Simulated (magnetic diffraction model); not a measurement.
**CeTiFe: what an assumed order does to the neutron pattern**

Space group Pnma (no. 62), a = 7.3040 Å, b = 4.2910 Å, c = 7.2740 Å.

| site | atom | x | y | z |
| --- | --- | --- | --- | --- |
| 4c | Ce | 0.0001 | 3/4 | 0.7896 |
| 4c | Fe | 0.8035 | 3/4 | 0.4149 |
| 4c | Ti | 0.1898 | 3/4 | 0.3976 |

The compound is invented for this exercise: a known structure type with other elements, its cell scaled to their sizes and not relaxed.

Only Ce is taken to order (form factors of Ce3+); orders and moment sizes are assumed, and not adapted to the symmetry. Radiation: neutrons of λ = 4.2 Å, 3° to 90°; isotropic B of 0.36 Å² (Ce), 0.45 Å² (Fe) and 0.47 Å² (Ti). Simulated constant-wavelength pattern: nuclear and magnetic terms add, the magnetic one as |2.695 fm × Σ f S⊥ exp(2πi Q·r) exp(−B s²)|², summed over all Q at one angle with the factor 1/(sin²θ cos θ). For a modulated order the moment at position r is S exp(−2πi k·r) + c.c., with S = m/2 for a sine wave of amplitude m and S = m(u + iv)/2 for moments turning in a plane, u and v being orthogonal unit vectors in it; the phase factor of the sum at Q = H + k is then exp(2πi H·r). Free-ion form factors, Sears's scattering lengths of 1992, no absorption; a label names one of the reflections at its angle. The strongest nuclear line in the range is 100, and lines under 0.2 are left out.

Assume the order k = (0 0.293 0), a sine wave with moments along [001] (amplitudes given), 1.9 μB on Ce; signs + at (0.0001, 3/4, 0.7896), + at (0.4999, 1/4, 0.2896), + at (0.5001, 3/4, 0.7104), + at (0.9999, 1/4, 0.2104).

Predict the pattern, nuclear and magnetic parts apart.

```
2θ (°)        index  nuclear  magnetic
 16.49  (0 0.293 0)      0.0      24.3
 48.09      (1 0 1)      0.2       0.0
 51.18  (1 0.293 1)      0.0       0.4
 53.57  (0 0.707 1)      0.0       2.8
 69.25      (0 1 1)      2.1       0.0
 72.69  (2 0.293 0)      0.0       3.0
 79.11      (1 1 1)    100.0       0.0
 80.10      (2 0 1)      9.2       0.0
 80.33      (1 0 2)     55.6       0.0
 88.14  (0 1.293 1)      0.0       1.8
```

The strongest magnetic line in the range is (0 0.293 0) at 16.49° (24.3). On top of the Lorentz factor, which all lines share, magnetic lines fade with angle because f falls: for Ce3+ it is 0.96, 0.86, 0.71 and 0.43 at sin θ/λ = 0.1, 0.2, 0.3 and 0.5 Å⁻¹, while nuclear lengths stay constant. The order has no net moment.

[Logs are printed without paths, hosts, clocks, repeated set-up lines and the standing remarks that a program may print on its own settings, such as how far it seeks lower states.]
